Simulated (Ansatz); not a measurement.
# AlFe: optical spectrum from first principles, part 2 of 2

Aim: the dielectric function of AlFe, and the optical constants that follow from it.

Ansatz 0.2.0; DFT, PBE, plane-wave PAW, default files, scalar-relativistic, independent-particle optical response without local fields.

So far. Step 2 (Ground state and bands): There are states at the Fermi level within the smearing, so the occupations stay smeared and the carriers get a Drude term. The cell is left with a pressure of -5.8 GPa, as it stands unrelaxed at this level.

## (3) Spectrum

The spectrum is a sum over vertical transitions between filled and empty bands at the fixed density, so many empty bands are needed.

This step: DFT, PBE, plane-wave PAW, default files, scalar-relativistic, independent-particle optical response without local fields (Ansatz 0.2.0).

Input file input.yaml:

```yaml
crystal:
  lattice:
    - [2.91, 0.0, 0.0]
    - [0.0, 2.91, 0.0]
    - [0.0, 0.0, 2.91]
  atoms:
    - { symbol: Fe, position: [0.5, 0.5, 0.5], spin: 3.0 }
    - { symbol: Al, position: [0.0, 0.0, 0.0] }
magnetization:
  spin_polarized: true
kpoints:
  mp_grid: { grid: [10, 10, 10] }
scf:
  occupations: { method: fermi_dirac, width: 0.05 }
hamiltonian:
  xc: pbe
  pseudopotentials: { kind: paw }
output:
  optics:
    e_range: [0, 20]
    de: 0.05
    sigma: 0.1
    drude_damping: 0.1
    nscf_kmesh: { grid: [12, 12, 12] }
    bands: { spectra_wanted_up_to: 20 }
```

The run is started by

```sh
$ ansatz run input.yaml --threads 4 --pin off --max-ram 8192MiB --backend cpu --events-out ev --progress --plain --runs-dir out
```

Numbers of over 12 decimals in the logs are rounded to 6 here.

Log:

```text
[...]
Crystal: 2 atoms, lattice volume = 24.642 Å³
Basis set: ecut = 420 eV, 461 PW (Γ)
Bands: 15, of which v1, the nominal top of the filled ones, is band 10 counted from 1 (9 counted from 0)
Symmetry: 48 space group operations
[...]
k-points: 56 of 1000
[...]
Starting moments: Σ|m| = 3 μB on 1 of 2 sites
[...]
SCF iter   1: F=—  HF=-5018.809031 eV  |F-HF|=—  |Δ(HF+E_count)|=         —  Δρ=1.90e-1 (↑1.90e-1 ↓1.04e-1)  dr2=1.54e0  dr2_m=4.74e0  M=0.922 μB ∫|m|=1.095 μB  β_m=0.30  ethr=3.10e-3  ⟨swp⟩=4.2  Hψ=7656  notcnv=0
[...]
SCF iter  13: F=-5018.615277 eV  HF=-5018.615277 eV  |F-HF|=5.46e-12  |Δ(HF+E_count)|=  9.09e-13  Δρ=1.03e-7 (↑6.93e-8 ↓1.03e-7)  dr2=6.64e-12  dr2_m=6.61e-14  M=0.768 μB ∫|m|=0.892 μB  ethr=1.00e-12  ⟨swp⟩=3.4  Hψ=4718  notcnv=0
SCF 1 converged in 13 iterations: F = -5018.615277 eV  dr2 = 6.64e-12
[...]
NSCF: frozen V_eff on 84 k-points
output.optics: what the bands over the 27 summed would add to eps1, eps2 and the energy-loss function is held between a lower and an upper bound (8 Lanczos steps). eps1, eps2 and their loss function (loss_summed_bands) are given on every row as the summed bands alone make them. Along an axis, on a row where the two bounds hold the loss function to about 1 % of the greater of itself and 0.5 % of |1/eps|, its cell (loss_completed) is given, with the completed eps1 and eps2 that it is formed of (a cell that is left empty reads nan in the table and null in the record). The two bounds hold it so along every axis on all 400 rows up to 20.000 eV. [rest of the remark cut]
SCF converged after 13 iterations
Magnetization: 0.7676 μB (9.8838 up, 9.1162 down)
Absolute magnetization: 0.8917 μB (∫|ρ↑−ρ↓|, with the PAW one-centre terms)
[...]
Per-site moments (μB) at R_I (Å): [(0.811367, 1.039555), (-0.033589, 1.039555)]
Free energy (F): -5018.615277 eV
[...]
Internal energy: -5018.596871 eV  (E = F + TS)
E sigma→0 (E₀):  -5018.606074 eV
Entropy (-TS):   -0.018406 eV (-9.203 meV/atom)
Fermi energy:    13.524649 eV
[...]
--- Band table (eV; the first three rows and the last of 112) ---
  k-point 0 ↑: bands = [... 6 lower, 11.0376, 13.0579, 13.0579, 13.0579, 19.5826, 19.5826, 19.5826, 22.5625, ... 1 higher]
  k-point 1 ↑: bands = [... 6 lower, 11.0892, 12.9545, 12.9545, 13.0687, 18.2045, 19.8430, 19.8430, 22.5226, ... 1 higher]
  k-point 2 ↑: bands = [... 6 lower, 11.2282, 12.7055, 12.7055, 13.0972, 16.2583, 20.5663, 20.5663, 22.4084, ... 1 higher]
  k-point 55 ↓: bands = [... 6 lower, 10.3940, 14.5321, 14.5321, 16.4176, 16.4176, 16.4176, 17.2857, 19.5856, ... 1 higher]
```

The job ended after 60 s (4 threads of Intel Xeon at 2.50GHz (Skylake/Cascade Lake), shared host; peak memory 1.1 GiB; 3.7 min of CPU time).

This step gave:

* magnetization: 0.7676 μB
* absolute magnetization: 0.8917 μB
* site moments: 0.8114, -0.03359 μB
* main peak of the optical conductivity above 1 eV, first axis: 6.174 eV
* Drude plasma energy, first axis: 5.383 eV
* bands summed: 27
* spectra valid up to: 25.92 eV
* program's estimate of the k-sum error in Im epsilon: 0.07 %
* electrons in the f-sum: 9.317

The Im ε, any direction has structure finer than the step of the table below, so its rows give means over 0.5 eV, whole bins alone (the curve runs from 0.3 to 20 eV). Peaks (eV: height): 1.50: 20.2, 2.40: 16.0, 4.95: 16.6, 6.15: 14.7.

Table of Im ε, any direction by photon energy; means over each step:

```csv
photon energy (eV),"Im ε, any direction"
1.0,16.8
1.5,19.2
2.0,14.6
2.5,13.5
3.0,8.21
3.5,5.38
4.0,4.27
4.5,7.01
5.0,15.0
5.5,8.50
6.0,12.3
6.5,11.9
7.0,9.24
7.5,8.44
8.0,7.15
8.5,5.44
9.0,4.05
9.5,3.23
10.0,2.73
10.5,2.47
11.0,2.13
11.5,1.73
12.0,1.41
12.5,1.21
13.0,1.06
13.5,0.988
14.0,0.930
14.5,0.904
15.0,0.814
15.5,0.700
16.0,0.637
16.5,0.565
17.0,0.624
17.5,0.593
18.0,0.538
18.5,0.486
19.0,0.457
19.5,0.457
```

The Re ε, any direction by photon energy:

| photon energy (eV) | Re ε, any direction |
| --- | --- |
| 1 | -11.0 |
| 2 | -1.60 |
| 3 | -0.644 |
| 4 | 4.59 |
| 5 | 3.16 |
| 6 | 5.15 |
| 7 | -2.49 |
| 8 | -4.16 |
| 9 | -3.98 |
| 10 | -2.77 |
| 11 | -2.36 |
| 12 | -1.82 |
| 13 | -1.23 |
| 14 | -0.865 |
| 15 | -0.659 |
| 16 | -0.448 |
| 17 | -0.216 |
| 18 | -0.151 |
| 19 | -0.00626 |
| 20 | 0.0648 |

The refractive index n and extinction k by photon energy:

| photon energy (eV) | n | k |
| --- | --- | --- |
| 1 | 2.10 | 3.93 |
| 2 | 2.48 | 2.79 |
| 3 | 1.94 | 2.10 |
| 4 | 2.33 | 0.905 |
| 5 | 3.17 | 2.62 |
| 6 | 3.07 | 2.07 |
| 7 | 1.90 | 2.47 |
| 8 | 1.43 | 2.49 |
| 9 | 0.910 | 2.19 |
| 10 | 0.745 | 1.82 |
| 11 | 0.636 | 1.66 |
| 12 | 0.491 | 1.43 |
| 13 | 0.442 | 1.19 |
| 14 | 0.450 | 1.03 |
| 15 | 0.437 | 0.922 |
| 16 | 0.413 | 0.786 |
| 17 | 0.472 | 0.663 |
| 18 | 0.452 | 0.596 |
| 19 | 0.473 | 0.480 |
| 20 | 0.489 | 0.418 |

Table of loss function −Im 1/ε at q → 0, any direction by energy loss; read off at these points:

energy loss (eV), loss function −Im 1/ε at q → 0, any direction and a bar:
```
      0.5       0.00 
      1.0       0.04 
      1.5       0.05 #
      2.0       0.07 #
      2.5       0.07 #
      3.0       0.12 #
      3.5       0.18 ##
      4.0       0.11 #
      4.5       0.04 #
      5.0       0.06 #
      5.5       0.12 ##
      6.0       0.07 #
      6.5       0.08 #
      7.0       0.10 #
      7.5       0.11 #
      8.0       0.10 #
      8.5       0.11 #
      9.0       0.13 ##
      9.5       0.15 ##
     10.0       0.18 ##
     10.5       0.20 ##
     11.0       0.21 ###
     11.5       0.23 ###
     12.0       0.27 ###
     12.5       0.31 ####
     13.0       0.40 #####
     13.5       0.47 ######
     14.0       0.58 #######
     14.5       0.62 ########
     15.0       0.74 #########
     15.5       0.81 ##########
     16.0       1.04 #############
     16.5       1.35 #################
     17.0       1.43 ##################
     17.5       1.49 ###################
     18.0       1.72 ######################
     18.5       1.96 #########################
     19.0       2.20 ############################
     19.5       2.17 ###########################
     20.0       2.39 ##############################
```

Values under 1 per cm are given as 1. Absorption coefficient, any direction against photon energy:

photon energy (eV), log10 absorption coefficient, any direction (1/cm) and a bar from the least value:
```
     1.00        5.6 #
     2.00        5.8 ########
     3.00        5.8 ##########
     4.00        5.6 
     5.00        6.1 #######################
     6.00        6.1 ######################
     7.00        6.2 ###########################
     8.00        6.3 ##############################
     9.00        6.3 ##############################
    10.00        6.3 ############################
    11.00        6.3 ############################
    12.00        6.2 ###########################
    13.00        6.2 ##########################
    14.00        6.2 ########################
    15.00        6.1 ########################
    16.00        6.1 ######################
    17.00        6.1 ####################
    18.00        6.0 ###################
    19.00        6.0 ################
    20.00        5.9 ###############
```

From ε follow the optical constants at some laser and lamp lines:

```csv
wavelength (nm),n,k,R (%),1/α
1550,1.60,5.448,82.5,23 nm
1064,2.58,3.216,55.5,26 nm
633,2.53,2.882,51.3,17 nm
532,2.88,2.714,48.6,16 nm
450,1.93,2.465,47.4,15 nm
248,3.17,2.618,47.7,7.5 nm
193,2.31,2.648,48.6,5.8 nm
```

A polished face would reflect 48 % of daylight and look light grey (CIE x = 0.312, y = 0.331 under D65).

## (4) What came out

```yaml
gap_on_the_path: 0 eV
main_peak_of_the_optical_conductivity_above_1_ev_first_axis: 6.17 eV
drude_plasma_energy_first_axis: 5.38 eV
```

What this shows: At this level (PBE, independent particles) AlFe is a metal with a Drude plasma energy of 5.4 eV; it reflects 46 % at 550 nm. Along x the bare Drude plasma energy is 5.4 eV; Re ε first rises through zero at 1.31 eV, far lower, because interband transitions screen the carriers. Im ε is 19 there, so the loss peak at that energy is weak. A polished face would reflect 48 % of daylight and look light grey (CIE x = 0.312, y = 0.331 under D65). In the base run ε includes the program's bounded estimate of what the bands above those summed add. The carriers' damping of 0.1 eV is typed, not computed; at 0.8 eV the carriers give 32 % of Im ε along the first axis; the rest comes from the sum over bands, which at low energy also holds close bands and the noise of the mesh. The magnetic state comes from one start and need not be the lowest. The Fermi-Dirac width of 0.05 eV acts as an electron temperature of 580 K in the carriers' term.

[Logs are printed without paths, hosts, clocks, repeated set-up lines and the standing remarks that a program may print on its own settings, such as how far it seeks lower states.]

[Hosts, paths, dates, database ids (printed as entryN), source tags and the programs' standing remarks are cut or masked in the printed files.]
